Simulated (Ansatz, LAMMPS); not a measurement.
**Glassy 40SiO2-28Al2O3-16Li2O-16SrO (mol %) (85 atoms): geometry optimisation**

Wanted: the relaxed structure of glassy 40SiO2-28Al2O3-16Li2O-16SrO (mol %) (85 atoms) and its electronic structure.

Program: Ansatz 0.2.0. Level of theory: Kohn-Sham DFT, revPBE, PAW (set soft_2), plane waves. Results are calculated unless marked as measured.

Most raw output is cut from this account.

**1. The starting structure**

The cell holds 85 atoms: 10 Si, 14 Al, 8 Li, 4 Sr and 49 O. Cell: a = 9.957 Å, b = 9.957 Å, c = 9.957 Å, α = 90.0°, β = 90.0°, γ = 90.0°. 85 atoms (10 Si, 14 Al, 8 Li, 4 Sr, 49 O) placed at random at 3.11 g/cm³, melted at 4000 K for 10 ps at fixed volume with the Morse and Coulomb pair potential with partial charges (Pedone, Malavasi, Menziani, Cormack and Segre, J. Phys. Chem. B 110, 11780 (2006)). Quenched from 4000 K to 300 K at 6 K/ps and fixed volume, held 5 ps, then minimised at fixed cell.

Before any run, some limits are plain. The quench rate of 6 K/ps far exceeds what a furnace or splat quench reaches, so expect more defects and frozen-in strain than in a real sample. The starting topology of bonds comes from the classical model. Only the Γ point is sampled, in a cell whose shortest periodic width is 10 Å.

**2. How the cell was made**

A classical potential makes the cell, at a small fraction of what the same run would cost in DFT.

This step: classical MD, Morse and Coulomb pair potential with partial charges (Pedone, Malavasi, Menziani, Cormack and Segre, J. Phys. Chem. B 110, 11780 (2006)) (LAMMPS 22 Jul 2025 - Update 4).

in.lmp reads:

```
# melt-quench of Si10Al14Li8Sr4O49
units metal
atom_style charge
boundary p p p
region box block 0 9.9565 0 9.9565 0 9.9565
create_box 5 box
mass 1 28.0850   # Si
mass 2 26.9815   # Al
mass 3 6.9400   # Li
mass 4 87.6200   # Sr
mass 5 15.9990   # O
create_atoms 1 random 10 433863 NULL overlap 1.5 maxtry 2000
create_atoms 2 random 14 433870 NULL overlap 1.5 maxtry 2000
create_atoms 3 random 8 433877 NULL overlap 1.5 maxtry 2000
create_atoms 4 random 4 433884 NULL overlap 1.5 maxtry 2000
create_atoms 5 random 49 433891 NULL overlap 1.5 maxtry 2000
pair_style hybrid/overlay pedone 5.5 coul/long 8.0
pair_coeff * * coul/long
pair_coeff 1 5 pedone 0.340554 2.006700 2.100000 1   # Si-O
pair_coeff 2 5 pedone 0.361581 1.900442 2.164818 0.9   # Al-O
pair_coeff 3 5 pedone 0.001114 3.429506 2.681360 1   # Li-O
pair_coeff 4 5 pedone 0.019623 1.886000 3.328330 3   # Sr-O
pair_coeff 5 5 pedone 0.042395 1.379316 3.618701 22   # O-O
set type 1 charge 2.4
set type 2 charge 1.8
set type 3 charge 0.6
set type 4 charge 1.2
set type 5 charge -1.2
kspace_style pppm 1.0e-4
neigh_modify delay 0 every 1 check yes
thermo_style custom step time temp pe press density
thermo_modify norm yes
timestep 0.002
thermo 100
# [... 18 lines left out ...]
thermo 1250
fix md all nvt temp 300 300 0.2
run 2500 post no
unfix md
thermo 100
min_style cg
minimize 0 1e-3 2000 20000
write_dump all custom glass.dump id type xs ys zs modify sort id
```

Launch:

```
> lmp -in in.lmp -log none -nocite
```

The job ended after 3.4 min (1 thread of Intel Xeon Platinum 8259CL at 2.50GHz (Skylake/Cascade Lake), shared host; peak memory 0.069 GiB).

**3. Single point at the start**

The forces at the start show how far the geometry lies from a minimum of this functional.

input.yaml reads:

```yaml
crystal:
  lattice:
    - [9.9565, 0.0, 0.0]
    - [0.0, 9.9565, 0.0]
    - [0.0, 0.0, 9.9565]
  atoms:
    - { symbol: Si, position: [0.40219, 0.07926, 0.9363] }
    - { symbol: Si, position: [0.37792, 0.46482, 0.57973] }
    - { symbol: Si, position: [0.86798, 0.00616, 0.63713] }
    - { symbol: Si, position: [0.02977, 0.91055, 0.12762] }
    - { symbol: Si, position: [0.53432, 0.09298, 0.34112] }
    - { symbol: Si, position: [0.54022, 0.67664, 0.39448] }
    - { symbol: Si, position: [0.98508, 0.37358, 0.83536] }
    - { symbol: Si, position: [0.3466, 0.87213, 0.56058] }
[... 73 atom lines left out ...]
    - { symbol: O, position: [0.91592, 0.50984, 0.88554] }
    - { symbol: O, position: [0.80791, 0.8805, 0.55363] }
    - { symbol: O, position: [0.14122, 0.35188, 0.85062] }
    - { symbol: O, position: [0.96569, 0.62974, 0.54114] }
kpoints:
  mp_grid: { grid: [1, 1, 1] }
hamiltonian:
  xc: revpbe
scf:
  occupations: { method: fixed }
output:
  forces: true
  stress: true
  populations: true
  dos:
    method: { smearing: { sigma: 0.08 } }
    de: 0.1
    projected: { site_lists: { Al: [Al], Li: [Li], O: [O], Si: [Si], Sr: [Sr] } }
  eigenvalues: true
```

Launch:

```
> ansatz run input.yaml --threads 4 --pin off --max-ram 8192MiB --backend cpu --events-out ev --progress --plain --runs-dir out
```

Elapsed: 15 s, on 4 threads of Intel Xeon Platinum 8259CL at 2.50GHz (Skylake/Cascade Lake), shared host; peak memory 1.3 GiB; 41 s of CPU time.

Numbers from this run:

```
free energy                                      : -57746.8871 eV
free energy per atom                             : -679.3751 eV/atom
SCF cycles                                       : 9
pressure                                         : 10.07 GPa
r.m.s. force component                           : 0.8949 eV/Å
longest force                                    : 2.928 eV/Å
Fermi energy                                     : 4.958 eV
gap (highest filled to lowest empty level) : 4.425 eV
spilling of the projection                       : 0.01112
```

The r.m.s. force component of 0.89 eV/Å and the pressure of 10 GPa set the starting point.

Length of the force by element:

| element | coordination | atoms | mean length of the force (eV/Å) | spread | least | most |
| --- | --- | --- | --- | --- | --- | --- |
| Al | all | 14 | 0.967 | 0.413 | 0.492 | 1.78 |
| Li | all | 8 | 0.381 | 0.123 | 0.267 | 0.668 |
| O | all | 49 | 1.66 | 0.721 | 0.282 | 2.93 |
| Si | all | 10 | 1.50 | 0.599 | 0.527 | 2.60 |
| Sr | all | 4 | 0.483 | 0.155 | 0.375 | 0.749 |

**4. Relaxation**

The atoms are relaxed in the fixed cell, aiming at the force tolerance of the input.

input.yaml, the sections that differ from step 3:

```yaml
output:
  forces: true
relax:
  f_tol: 0.05
  max_steps: 200
# crystal, kpoints, hamiltonian, scf: as in step 3
```

It took 64 s on 4 threads; peak memory 1.2 GiB.

Step by step:

| step | energy less that of the first step (eV) | largest force component (eV/Å) |
| --- | --- | --- |
| 1 | 0.0000 | 2.7183 |
| 2 | -2.2342 | 1.4744 |
| 3 | -3.2008 | 0.6229 |
| 4 | -3.4787 | 0.6672 |
| 5 | -3.7407 | 0.3169 |
| 6 | -3.8208 | 0.1580 |
| 7 | -3.8463 | 0.1895 |
| 8 | -3.8665 | 0.1081 |
| 9 | -3.8630 | 0.1182 |
| 10 | -3.8751 | 0.0652 |
| 11 | -3.8701 | 0.1480 |
| 12 | -3.8782 | 0.0407 |

Relaxation steps 9, 11 were tried and not accepted.

The atoms that moved most (Å):

| atom | dx | dy | dz | length |
| --- | --- | --- | --- | --- |
| Li27 | 0.361 | 0.237 | 0.061 | 0.436 |
| O45 | -0.194 | 0.295 | -0.181 | 0.396 |
| O43 | -0.233 | 0.170 | 0.137 | 0.319 |
| O79 | 0.162 | 0.141 | -0.219 | 0.307 |
| O53 | -0.065 | 0.251 | 0.130 | 0.290 |
| O67 | 0.267 | -0.045 | -0.083 | 0.283 |
| O78 | 0.104 | 0.258 | 0.006 | 0.278 |
| O62 | 0.125 | -0.209 | 0.059 | 0.251 |

The relaxation changed the energy by -45.6 meV/atom, and atoms moved by 0.17 Å r.m.s., 0.44 Å at most.

**5. Local order after relaxation**

Bonds before and after, by the cutoffs listed below:

| pair | bonds before | bonds after | mean before (Å) | mean after (Å) | spread before (Å) | spread after (Å) |
| --- | --- | --- | --- | --- | --- | --- |
| O-Al | 61 | 62 | 1.801 | 1.825 | 0.111 | 0.090 |
| O-Si | 40 | 40 | 1.611 | 1.646 | 0.039 | 0.032 |
| O-Sr | 30 | 30 | 2.775 | 2.697 | 0.260 | 0.240 |

Density 3.11 g/cm³, 11.61 Å³ an atom.

Pair distribution functions g(r), in bins of 0.2 Å:

| r (Å) | total | O-O | O-Al | O-Si | O-Li | O-Sr | Al-Al |
| --- | --- | --- | --- | --- | --- | --- | --- |
| 1.50 | 0.09 | 0.00 | 0.00 | 0.65 | 0.00 | 0.00 | 0.00 |
| 1.70 | 2.65 | 0.00 | 5.96 | 11.15 | 0.00 | 0.00 | 0.00 |
| 1.90 | 1.22 | 0.00 | 4.27 | 0.00 | 3.75 | 0.00 | 0.00 |
| 2.10 | 0.41 | 0.00 | 0.55 | 0.00 | 2.82 | 0.00 | 0.00 |
| 2.30 | 0.10 | 0.00 | 0.00 | 0.00 | 0.60 | 0.71 | 0.00 |
| 2.50 | 0.62 | 0.77 | 0.09 | 0.00 | 1.15 | 3.22 | 0.00 |
| 2.70 | 1.50 | 3.62 | 0.23 | 0.00 | 0.14 | 2.50 | 0.00 |
| 2.90 | 1.31 | 2.18 | 0.07 | 0.19 | 0.36 | 0.98 | 4.70 |
| 3.10 | 1.12 | 1.20 | 0.66 | 0.50 | 1.04 | 0.84 | 2.06 |
| 3.30 | 1.13 | 1.03 | 0.78 | 1.03 | 0.92 | 0.37 | 4.08 |
| 3.50 | 0.93 | 0.88 | 0.97 | 0.91 | 0.75 | 0.81 | 0.33 |
| 3.70 | 0.99 | 0.64 | 1.62 | 1.39 | 0.88 | 0.87 | 0.89 |
| 3.90 | 0.94 | 0.56 | 1.51 | 1.36 | 1.31 | 0.67 | 0.26 |
| 4.10 | 0.91 | 0.41 | 1.16 | 1.85 | 0.97 | 1.07 | 0.48 |
| 4.30 | 1.04 | 0.75 | 1.48 | 1.69 | 1.03 | 0.76 | 0.64 |
| 4.50 | 1.19 | 0.72 | 1.83 | 1.07 | 1.64 | 1.48 | 0.80 |
| 4.70 | 0.91 | 0.90 | 0.83 | 0.73 | 1.36 | 0.72 | 0.73 |
| 4.90 | 1.00 | 1.47 | 0.67 | 0.81 | 0.83 | 1.17 | 0.82 |

Bonds by pair of elements; cutoffs follow the first minimum of g(r), held within bounds set by covalent radii, and pairs that aren't listed don't count as bonded:

| pair A-B | cutoff (Å) | bonds | mean length (Å) | spread (Å) | shortest (Å) | B about A | A about B |
| --- | --- | --- | --- | --- | --- | --- | --- |
| O-Al | 2.33 | 62 | 1.82 | 0.09 | 1.69 | 1.26 | 4.43 |
| O-Si | 2.12 | 40 | 1.65 | 0.032 | 1.59 | 0.816 | 4 |
| O-Li | 2.33 | 29 | 2.02 | 0.105 | 1.85 | 0.592 | 3.62 |
| O-Sr | 3.33 | 30 | 2.70 | 0.24 | 2.36 | 0.612 | 7.5 |

The cutoff for O-Li falls short of the minimum of g(r), so counts run low and odd coordinations can be artefacts.

How many atoms have how many bonded neighbours:

| element | mean | 2 | 3 | 4 | 5 | 6 | 7 | 9 |
| --- | --- | --- | --- | --- | --- | --- | --- | --- |
| Al | 4.43 | 0 | 0 | 9 | 4 | 1 | 0 | 0 |
| Li | 3.62 | 0 | 3 | 5 | 0 | 0 | 0 | 0 |
| O | 3.29 | 4 | 28 | 16 | 1 | 0 | 0 | 0 |
| Si | 4 | 0 | 0 | 10 | 0 | 0 | 0 | 0 |
| Sr | 7.5 | 0 | 0 | 0 | 0 | 0 | 3 | 1 |

Bond angles, per cent of each kind in bins of 5°:

| angle (°) | O-Al-O | O-Si-O | O-Li-O | Al-O-Si |
| --- | --- | --- | --- | --- |
| 70–75 | 0.0 | 0.0 | 2.6 | 0.0 |
| 75–80 | 3.7 | 0.0 | 5.1 | 0.0 |
| 80–85 | 2.8 | 0.0 | 2.6 | 0.0 |
| 85–90 | 8.3 | 0.0 | 0.0 | 3.3 |
| 90–95 | 11.0 | 0.0 | 5.1 | 0.0 |
| 95–100 | 10.1 | 5.0 | 10.3 | 3.3 |
| 100–105 | 11.9 | 10.0 | 15.4 | 0.0 |
| 105–110 | 19.3 | 36.7 | 17.9 | 0.0 |
| 110–115 | 10.1 | 33.3 | 10.3 | 6.7 |
| 115–120 | 7.3 | 15.0 | 10.3 | 13.3 |
| 120–125 | 4.6 | 0.0 | 0.0 | 16.7 |
| 125–130 | 0.0 | 0.0 | 7.7 | 20.0 |
| 130–135 | 0.9 | 0.0 | 5.1 | 13.3 |
| 135–140 | 1.8 | 0.0 | 2.6 | 0.0 |
| 140–145 | 0.0 | 0.0 | 2.6 | 10.0 |
| 145–150 | 0.9 | 0.0 | 2.6 | 6.7 |
| 150–155 | 1.8 | 0.0 | 0.0 | 0.0 |
| 155–160 | 0.9 | 0.0 | 0.0 | 3.3 |
| 160–165 | 0.9 | 0.0 | 0.0 | 0.0 |
| 165–170 | 0.9 | 0.0 | 0.0 | 0.0 |
| 170–175 | 1.8 | 0.0 | 0.0 | 3.3 |
| 175–180 | 0.9 | 0.0 | 0.0 | 0.0 |

Bond angles (no mean is given where the spread exceeds 20°):

| angle | count | mean (°) | spread (°) |
| --- | --- | --- | --- |
| O-Al-O | 109 | - | - |
| O-Si-O | 60 | 109 | 4.9 |
| O-Li-O | 39 | 109 | 16.9 |
| Al-O-Si | 30 | 128 | 16.1 |

Oxygen atoms by the number of network formers (Si, P, Ge, B, Al, As, Ga) bound to them:

| network formers bound to O | O atoms | per cent |
| --- | --- | --- |
| 0 | 0 | 0 |
| 1 | 8 | 16.3 |
| 2 | 29 | 59.2 |
| 3 | 12 | 24.5 |

Network units: each former by its oxygen neighbours and how many of them bridge to another former:

| former | O neighbours | bridging O | atoms |
| --- | --- | --- | --- |
| Si | 4 | 2 | 1 |
| Si | 4 | 3 | 4 |
| Si | 4 | 4 | 5 |
| Al | 4 | 3 | 2 |
| Al | 4 | 4 | 7 |
| Al | 5 | 5 | 4 |
| Al | 6 | 6 | 1 |

Bond length by coordination (bonds to H left out):

| element | coordination | atoms | mean bond length (Å) |
| --- | --- | --- | --- |
| Al | 4 | 9 | 1.78 |
| Al | 5 | 4 | 1.87 |
| Al | 6 | 1 | 1.95 |
| Li | 3 | 3 | 2.01 |
| Li | 4 | 5 | 2.03 |
| O | 2 | 4 | 1.67 |
| O | 3 | 28 | 1.90 |
| O | 4 | 16 | 2.09 |
| O | 5 | 1 | 2.46 |
| Sr | 7 | 3 | 2.65 |
| Sr | 9 | 1 | 2.79 |

Rings of the network by King's shortest-path rule, up to 12 atoms, one path for each pair of neighbours; H, halogens, alkali and alkaline-earth atoms are left out, and the last column divides by all other atoms, bonded or not:

| ring size (atoms) | rings | per network atom |
| --- | --- | --- |
| 4 | 4 | 0.055 |
| 6 | 10 | 0.137 |
| 8 | 22 | 0.301 |
| 10 | 17 | 0.233 |
| 12 | 16 | 0.219 |

First main peaks of g(r), for some of the pairs, lie near 2.7 Å (O-O), 1.8 Å (O-Al), 1.6 Å (O-Si), 2.0 Å (O-Li) and 2.6 Å (O-Sr). 59 % of the oxygens bridge two formers (Si and Al) and 16 % are non-bridging; 24 % join three. The commonest Al unit has 4 oxygens, 4 of them shared with other formers (7 of 14 atoms). Rings of 8 atoms are the most common (32 % of those counted); sizes run from 4 to 12, where the search stops.

(Part 1 of 2 ends here.)

[Logs are printed without paths, hosts, clocks, repeated set-up lines and the standing remarks that a program may print on its own settings, such as how far it seeks lower states.]

[Hosts, paths, dates, database ids (printed as entryN), source tags and the programs' standing remarks are cut or masked in the printed files.]
